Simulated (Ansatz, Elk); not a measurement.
# How far do independent atoms describe Zn2CdBi2?

Structure refinements treat a crystal as free atoms side by side. For a made-up structure of Zn2CdBi2 (cell and positions from a r2SCAN relaxation) the runs below show what the calculated density changes in F(hkl).

Calculated with Elk 11.2.3 (patched build); DFT, PBE, all-electron APW+lo, Dirac cores, scalar-relativistic bands, static density, no spin.

The structure was built from a prototype and need not be the compound's stable phase.

## Step 1: Set-up

The structure is trigonal, space group P-3m1 (No. 164). The conventional cell has a = 4.415 Å, b = 4.415 Å, c = 7.717 Å, α = 90.00°, β = 90.00°, γ = 120.00°. Nearest to Bi lie 4 Zn at 2.79 to 2.84 Å and 3 Cd at 3.14 Å. Cd has 6 Bi at 3.14 Å nearest. Nearest to Zn lie 4 Bi at 2.79 to 2.84 Å and 3 Zn at 2.98 Å. Farther neighbours are not listed.

## Step 2: Ground state and structure factors

An all-electron density is needed, since X-rays see the cores too. Task 0 finds the density and task 195 Fourier-transforms it; tshift is off so that phases refer to the origin typed.

Input file elk.in:

```
tasks
  0
  195

xctype
  20

spinpol
  .false.

rgkmax
  7.0

gmaxvr
  14.0

lmaxo
  7

lmaxapw
  8

swidth
  0.002

tshift
  .false.

ramdisk
  .false.

hmaxvr
  5.5

maxscl
  120

epspot
  1e-06

sppath
  './'

avec
  8.34360390783 -0.00000000000 0.00000000000
  -4.17180195391 7.22577294329 -0.00000000000
  0.00000000000 -0.00000000000 14.58324627395

atoms
  3
  'Bi.in'
  2
  0.6666666667 0.3333333333 0.7626266125   0.000000 0.000000 0.000000
  0.3333333333 0.6666666667 0.2373733875   0.000000 0.000000 0.000000
  'Cd.in'
  1
  0.0000000000 0.0000000000 0.0000000000   0.000000 0.000000 0.000000
  'Zn.in'
  2
  0.6666666667 0.3333333333 0.4004908377   0.000000 0.000000 0.000000
  0.3333333333 0.6666666667 0.5995091623   0.000000 0.000000 0.000000

ngridk
  6 6 3
```

Started as:

```sh
$ OMP_NUM_THREADS=4 elk
```

Numbers of over 12 decimals in the logs are rounded to 6 here.

The program printed:

```text
┌─────────────────────────┐
│ Elk code version 11.2.3 │
└─────────────────────────┘

All units are atomic (Hartree, Bohr, etc.)

┌─────────────────────────────────────────────────┐
│ Ground-state run starting from atomic densities │
└─────────────────────────────────────────────────┘

Lattice vectors :
   8.343603908      -0.000000000       0.000000000
  -4.171801954       7.225772943      -0.000000000
   0.000000000      -0.000000000       14.58324627

Reciprocal lattice vectors :
  0.7530541210      0.4347759995       0.000000000
   0.000000000      0.8695519990       0.000000000
   0.000000000       0.000000000      0.4308495646

Unit cell volume      :    879.2091504
Brillouin zone volume :   0.2821287896

Muffin-tin inner radius fraction :   0.1000000000E-01

Nuclei treated as point charges

Species : 1 (Bi)
 parameters loaded from : Bi.in
 name : bismuth
 nuclear charge    :   -83.00000000
 electronic charge :    83.00000000
 atomic mass :    380947.9285
 muffin-tin radius :    2.800000000
 number of radial points in muffin-tin :   1393
 inner part over the whole radius :   0.9976520004E-02
 number on inner part of muffin-tin    :   1001
 approximate nuclear radius :   0.1052171418E-03
 number of mesh points to nuclear radius :    526
 atomic positions (lattice), magnetic fields (Cartesian) :
  1 :  -0.33333333  0.33333333 -0.23737339    0.00000000  0.00000000  0.00000000
  2 :   0.33333333 -0.33333333  0.23737339    0.00000000  0.00000000  0.00000000

Species : 2 (Cd)
 parameters loaded from : Cd.in
 name : cadmium
 nuclear charge    :   -48.00000000
 electronic charge :    48.00000000
 atomic mass :    204912.7176
 muffin-tin radius :    2.600000000
 number of radial points in muffin-tin :   1193
 inner part over the whole radius :   0.9972693929E-02
 number on inner part of muffin-tin    :    850
 approximate nuclear radius :   0.8708852602E-04
 number of mesh points to nuclear radius :    426
 atomic positions (lattice), magnetic fields (Cartesian) :
  1 :   0.00000000  0.00000000  0.00000000    0.00000000  0.00000000  0.00000000

Species : 3 (Zn)
 parameters loaded from : Zn.in
 name : zinc
 nuclear charge    :   -30.00000000
 electronic charge :    30.00000000
 atomic mass :    119233.3130
 muffin-tin radius :    2.400000000
 number of radial points in muffin-tin :    993
 inner part over the whole radius :   0.9843840322E-02
 number on inner part of muffin-tin    :    701
 approximate nuclear radius :   0.7484757725E-04
 number of mesh points to nuclear radius :    337
 atomic positions (lattice), magnetic fields (Cartesian) :
  1 :  -0.33333333  0.33333333  0.40049084    0.00000000  0.00000000  0.00000000
  2 :   0.33333333 -0.33333333 -0.40049084    0.00000000  0.00000000  0.00000000

Total number of atoms per unit cell :    5
Total muffin-tin volume :    373.3384934
 ratio of muffin-tin to unit cell volume :   0.4246298997

Spin treatment :
 spin-unpolarised

Number of Bravais lattice symmetries :   24
Number of crystal symmetries         :   12
Crystal has inversion symmetry
Real symmetric eigensolver will be used

k-point grid :      6     6     3
k-point offset :    0.000000000       0.000000000       0.000000000
k-point set is reduced with full crystal symmetry group
Total number of k-points :       17

Muffin-tin radius times maximum |G+k| :    7.000000000
 using average radius
Maximum |G+k| for APW functions       :    2.692307692
Maximum (1/2)|G+k|²                   :    3.624260355
Maximum |G| for potential and density :    14.00000000
Constant for pseudocharge density :   10
 order of it for each species :   17  17  17
 order of it for pair densities of each species (exact exchange by exxq0 0: 18) :   11  10   8
Radial integration step length :    1

G-vector grid sizes :     40    40    70
Number of G-vectors :    40847

Maximum angular momentum used for
 APW functions            :    8
 outer part of muffin-tin :    7
 inner part of muffin-tin :    2

Total nuclear charge    :   -274.0000000
[...]
Density of states at Fermi energy :    61.18045672
 (states/Hartree/unit cell)

Estimated indirect band gap :   0.6147711386E-02
 from k-point 4 to k-point 3
Estimated direct band gap   :   0.7935637782E-02
 at k-point 4

Charges :
 core                        :    190.0000000
 valence                     :    84.00000000
 interstitial                :    7.244106123
 muffin-tins (core leakage)
  species : 1 (Bi)
   atom 1                    :    81.41088404     (  0.6987778761E-03)
[...]
species : 2 (Cd)
[...]
species : 3 (Zn)
[...]
total in muffin-tins        :    266.7558939
 total calculated charge     :    273.9983034
 total charge                :    274.0000000
 error                       :   0.1696649095E-02

RMS change in Kohn-Sham potential (target) :   0.1385314065     (  0.1000000000E-05)
Absolute change in total energy (target)   :   0.1420689978     (  0.1000000000E-03)

[... loops 3 to 15 left out ...]

┌──────────────────┐
│ Loop number : 16 │
└──────────────────┘

Energies :
 Fermi                       :     0.191506
 sum of occupied eigenvalues :     -32175.753591228
 electron kinetic            :      60018.052166370
 core electron kinetic       :      59109.000516307
 Coulomb                     :     -111273.80629433
 Coulomb potential           :     -90761.741518176
 nuclear-nuclear             :     -4173.8452457545
 electron-nuclear            :     -123515.20772660
 Hartree                     :      16415.246678021
 Madelung                    :     -65892.935535247
 xc potential                :     -1432.0642394222
 exchange                    :     -1079.8501078726
 correlation                 :     -15.703610707218
 electron entropic           :    -0.95304453769028E-03
 total energy                :     -52351.308799589

Density of states at Fermi energy :    77.10187366
 (states/Hartree/unit cell)

Estimated indirect band gap :   0.1649187461E-02
 from k-point 4 to k-point 16
Estimated direct band gap   :   0.2758600583E-02
 at k-point 4

Charges :
 core                        :    190.0000000
 valence                     :    84.00000000
 interstitial                :    7.066959042
 muffin-tins (core leakage)
  species : 1 (Bi)
[...]
species : 2 (Cd)
[...]
species : 3 (Zn)
[...]
total in muffin-tins        :    266.9330410
 total calculated charge     :    273.9983491
 total charge                :    274.0000000
 error                       :   0.1650886273E-02

RMS change in Kohn-Sham potential (target) :   0.7387831763E-07 (  0.1000000000E-05)
Absolute change in total energy (target)   :   0.6877385749E-04 (  0.1000000000E-03)

Convergence targets achieved

┌──────────────────┐
│ Loop number : 17 │
└──────────────────┘

Energies :
 Fermi                       :     0.191506
 sum of occupied eigenvalues :     -32175.753577122
 electron kinetic            :      60018.052180674
 core electron kinetic       :      59109.000528456
 Coulomb                     :     -111273.80629668
 Coulomb potential           :     -90761.741520364
 nuclear-nuclear             :     -4173.8452457545
 electron-nuclear            :     -123515.20772788
 Hartree                     :      16415.246676953
 Madelung                    :     -65892.935536498
 xc potential                :     -1432.0642374314
 exchange                    :     -1079.8501078457
 correlation                 :     -15.703610706379
 electron entropic           :    -0.95304515389470E-03
 total energy                :     -52351.308787603

Density of states at Fermi energy :    77.10193729
 (states/Hartree/unit cell)

Estimated indirect band gap :   0.1649179939E-02
 from k-point 4 to k-point 16
Estimated direct band gap   :   0.2758583082E-02
 at k-point 4

Charges :
 core                        :    190.0000000
 valence                     :    84.00000000
 interstitial                :    7.066958808
 muffin-tins (core leakage)
  species : 1 (Bi)
[...]
species : 2 (Cd)
   atom 1                    :    46.56527979     (  0.2404699626E-03)
  species : 3 (Zn)
   atom 1                    :    28.84161963     (  0.8053620083E-04)
   atom 2                    :    28.84161963     (  0.8053620083E-04)
 total in muffin-tins        :    266.9330412
 total calculated charge     :    273.9983491
 total charge                :    274.0000000
 error                       :   0.1650886030E-02

┌──────────────────────────────┐
│ Self-consistent loop stopped │
└──────────────────────────────┘

Warning : the lowest level lies among the core levels :   -2.768683195      -2.925351564

Warning : core states of species 1 leak from the muffin-tin :   0.6831514945E-03

Warning : core states of species 2 leak from the muffin-tin :   0.2404699626E-03

Wrote STATE.OUT
```

It took 35 s on 4 threads of Arm Neoverse V2, shared host; peak memory 0.26 GiB; 83 s of CPU time.

SFACRHO.OUT:

```text

h k l indices transformed by vhmat matrix:
   1.000000000       0.000000000       0.000000000    
   0.000000000       1.000000000       0.000000000    
   0.000000000       0.000000000       1.000000000    

      h      k      l  multipl.   |H|            Re(F)            Im(F)           |F|

      0      0      0      1   0.0000000       274.00000      0.16773242E-17   274.00000    
      0      0     -1      2  0.43084956       12.226247     -0.12201478E-13   12.226247    
      0      0      2      2  0.86169913      -90.300212     -0.91511085E-14   90.300212    
      0      1      0      6  0.86955200      -59.783439      0.33554065E-13   59.783439    
      1     -1     -1      6  0.97043909      -44.957037      0.38129619E-13   44.957037    
      0      1      1      6  0.97043909       159.82545     -0.30503695E-13   159.82545    
      1      0     -2      6   1.2241920       162.75187     -0.18302217E-13   162.75187    
      1     -1     -2      6   1.2241920       42.334973     -0.12964070E-13   42.334973    
      0      0     -3      2   1.2925487       20.444872      0.30503695E-14   20.444872    
      1      1      0      6   1.5061082       219.48302     -0.10169137E-12   219.48302    
      0      1     -3      6   1.5578199       196.93569      0.15251848E-13   196.93569    
     -1      0      3      6   1.5578199      -105.25509     -0.18302217E-13   105.25509    
     -2      1     -1     12   1.5665227       10.417074     -0.25928141E-13   10.417074    
      0      0      4      2   1.7233983       124.43021      0.30503695E-13   124.43021    
     -1      2      2     12   1.7351909      -79.826088     -0.30503695E-14   79.826088    
      2     -2      0      6   1.7391040      -51.757020      0.64057760E-13   51.757020    
      2     -2      1      6   1.7916791      -42.574886      0.61007390E-13   42.574886    
      0     -2      1      6   1.7916791       136.88851      0.48805912E-13   136.88851
```

Elk indexes on the primitive cell of elk.in and gives |H| = 4π sin θ/λ in inverse bohr. Below, one row stands for each form hkl of the conventional cell (m members, Friedel mates merged), F is for one primitive cell and the density is static (no thermal factor). Free-atom factors are Waasmaier and Kirfel's, and R is Σm||F|−|F'||/Σm|F|.

```
hkl   m  sin θ/λ (Å⁻¹)  abs F, DFT  neutral atoms   diff.
001   2          0.065      12.226         12.245  -0.019
002   2          0.130      90.300         90.165  +0.135
100   6          0.131      59.783         59.734  +0.049
101   6          0.146      44.957         44.811  +0.146
011   6          0.146     159.825        159.897  -0.072
012   6          0.184     162.752        163.110  -0.358
102   6          0.184      42.335         42.235  +0.100
003   2          0.194      20.445         20.644  -0.200
110   6          0.227     219.483        220.138  -0.655
103   6          0.234     196.936        197.491  -0.555
013   6          0.234     105.255        105.706  -0.451
111  12          0.236      10.417         10.210  +0.207
004   2          0.259     124.430        124.399  +0.031
112  12          0.261      79.826         79.773  +0.053
```

## Step 3: The highest occupied states alone

An energy window below the Fermi level keeps the highest occupied states, to see at which angles they scatter; shallow core shells can lie inside it and anion s states outside. No new self-consistency is needed.

Edit elk.in of step 2 so:

```diff
@@ -1,3 +1,2 @@
 tasks
-  0
   195
@@ -40,2 +39,5 @@
 
+wsfac
+  -0.175990 0.491510
+
 sppath
```

Started as:

```sh
$ OMP_NUM_THREADS=4 elk
```

The program printed:

```text
┌─────────────────────────────────┐
│ Elk code version 11.2.3 started │
└─────────────────────────────────┘

Info(readinput): the functional depends on the density's gradient
 muffin-tin radial points multiplied by    2.00000
 (not where nrmtscf is given)

┌────────────────────┐
│ Current task : 195 │
└────────────────────┘

Info(sfacrho): density structure factors written to SFACRHO.OUT

 Energy window :  -0.1759900000      0.4915100000

┌──────────────────┐
│ Elk code stopped │
└──────────────────┘
```

Wall time 16 s (4 threads); peak memory 0.18 GiB; 20 s of CPU time.

States within 10 eV below the Fermi level hold 42.00 electrons; any levels below the window count with the cores. Their amplitudes can exceed the total, where window and core parts have opposite phase:

```
hkl  sin θ/λ (Å⁻¹)  abs F, window  abs F, all
001          0.065          6.757      12.226
002          0.130         12.069      90.300
100          0.131          2.162      59.783
101          0.146         22.492      44.957
011          0.146          6.895     159.825
012          0.184         16.970     162.752
102          0.184          9.234      42.335
003          0.194         10.148      20.445
110          0.227         18.294     219.483
103          0.234         13.386     196.936
```

## Step 4: Another functional

The difference from free atoms is small, so it is set against the change that LDA (Perdew-Wang) makes.

Edit elk.in of step 3 so:

```diff
@@ -1,2 +1,3 @@
 tasks
+  0
   195
@@ -4,3 +5,3 @@
 xctype
-  20
+  3
 
@@ -39,5 +40,2 @@
 
-wsfac
-  -0.175990 0.491510
-
 sppath
```

Started as:

```sh
$ OMP_NUM_THREADS=4 elk
```

The program printed:

```text
┌─────────────────────────┐
│ Elk code version 11.2.3 │
└─────────────────────────┘

All units are atomic (Hartree, Bohr, etc.)

┌─────────────────────────────────────────────────┐
│ Ground-state run starting from atomic densities │
└─────────────────────────────────────────────────┘

Lattice vectors :
   8.343603908      -0.000000000       0.000000000
  -4.171801954       7.225772943      -0.000000000
   0.000000000      -0.000000000       14.58324627

Reciprocal lattice vectors :
  0.7530541210      0.4347759995       0.000000000
[...]
atom 2                    :    28.85813845     (  0.8071165001E-04)
 total in muffin-tins        :    266.9911026
 total calculated charge     :    273.9983431
 total charge                :    274.0000000
 error                       :   0.1656915506E-02

┌──────────────────────────────┐
│ Self-consistent loop stopped │
└──────────────────────────────┘

Warning : the lowest level lies among the core levels :   -2.767768941      -2.931903225

Warning : core states of species 1 leak from the muffin-tin :   0.6823193414E-03

Warning : core states of species 2 leak from the muffin-tin :   0.2411382495E-03

Wrote STATE.OUT
[key lines of the parts left out:]
total energy                :     -52317.922839301
```

Wall time 19 s (4 threads); peak memory 0.2 GiB; 45 s of CPU time.

Against the first run R = 0.02 %; the largest change is -0.060 at 005.

## Step 5: A coarser k-mesh

About half the k-points along each axis test the sampling.

Edit elk.in of step 4 so:

```diff
@@ -5,3 +5,3 @@
 xctype
-  3
+  20
 
@@ -63,2 +63,2 @@
 ngridk
-  6 6 3
+  3 3 2
```

Started as:

```sh
$ OMP_NUM_THREADS=4 elk
```

The program printed:

```text
┌─────────────────────────┐
│ Elk code version 11.2.3 │
└─────────────────────────┘

All units are atomic (Hartree, Bohr, etc.)

┌─────────────────────────────────────────────────┐
│ Ground-state run starting from atomic densities │
└─────────────────────────────────────────────────┘

Lattice vectors :
   8.343603908      -0.000000000       0.000000000
  -4.171801954       7.225772943      -0.000000000
   0.000000000      -0.000000000       14.58324627

Reciprocal lattice vectors :
  0.7530541210      0.4347759995       0.000000000
[...]
atom 2                    :    28.84605052     (  0.8046315661E-04)
 total in muffin-tins        :    266.9519837
 total calculated charge     :    273.9983352
 total charge                :    274.0000000
 error                       :   0.1664814790E-02

┌──────────────────────────────┐
│ Self-consistent loop stopped │
└──────────────────────────────┘

Warning : the lowest level lies among the core levels :   -2.768727946      -2.928150851

Warning : core states of species 1 leak from the muffin-tin :   0.6822020320E-03

Warning : core states of species 2 leak from the muffin-tin :   0.2410425507E-03

Wrote STATE.OUT
[key lines of the parts left out:]
total energy                :     -52351.288283912
```

It took 26 s on 4 threads; peak memory 0.25 GiB; 48 s of CPU time.

Against the first run R = 0.01 %; the largest change is -0.142 at 002.

## Step 6: Settings against the effect

```
              run  R against the first run (%)  R against neutral atoms, low angle (%)  wall time
    PBE, rgkmax 7                         0.00                                    0.30       35 s
LDA (Perdew-Wang)                         0.02                                    0.32       19 s
     k-mesh 3×3×2                         0.01                                    0.31       26 s
```

## Step 7: What came out

| Property | Result |
| --- | --- |
| R against neutral atoms, sin θ/λ < 0.3 Å⁻¹ | 0.30 % |
| R against neutral atoms, 0.3 to 0.66 Å⁻¹ | 0.07 % |

Independent neutral atoms miss the calculated amplitudes by R = 0.30 % below 0.3 Å⁻¹ and 0.07 % from there to 0.66 Å⁻¹; by shells, 0.11 % below 0.15 Å⁻¹ (5 forms), 0.35 % 0.15 to 0.3 (17 forms), 0.10 % 0.3 to 0.45 (31 forms), 0.06 % above 0.45 (96 forms). Bonding, aspherical density and the tables' own atoms all enter these figures, and the runs don't part them. The largest change of an amplitude is -0.66 electrons, at 110. The window's part falls from 42.0 electrons at the origin to at most 6.88 between 0.45 and 0.66 Å⁻¹, where compact states inside the window still scatter. Below 0.3 Å⁻¹ the changes that finished (LDA (Perdew-Wang) and k-mesh 3×3×2) move F by R = 0.02 % at most, against the 0.30 % that separates it from free atoms. The basis has no finished test. Spin-orbit coupling is left out, which can matter for elements this heavy. Part of the difference isn't bonding: the tables are fits to free atoms and ions calculated by other methods than this functional. Thermal motion, anomalous dispersion and extinction are left out.

[Logs are printed without paths, hosts, clocks, repeated set-up lines and the standing remarks that a program may print on its own settings, such as how far it seeks lower states.]

[Hosts, paths, dates, database ids (printed as entryN), source tags and the programs' standing remarks are cut or masked in the printed files.]
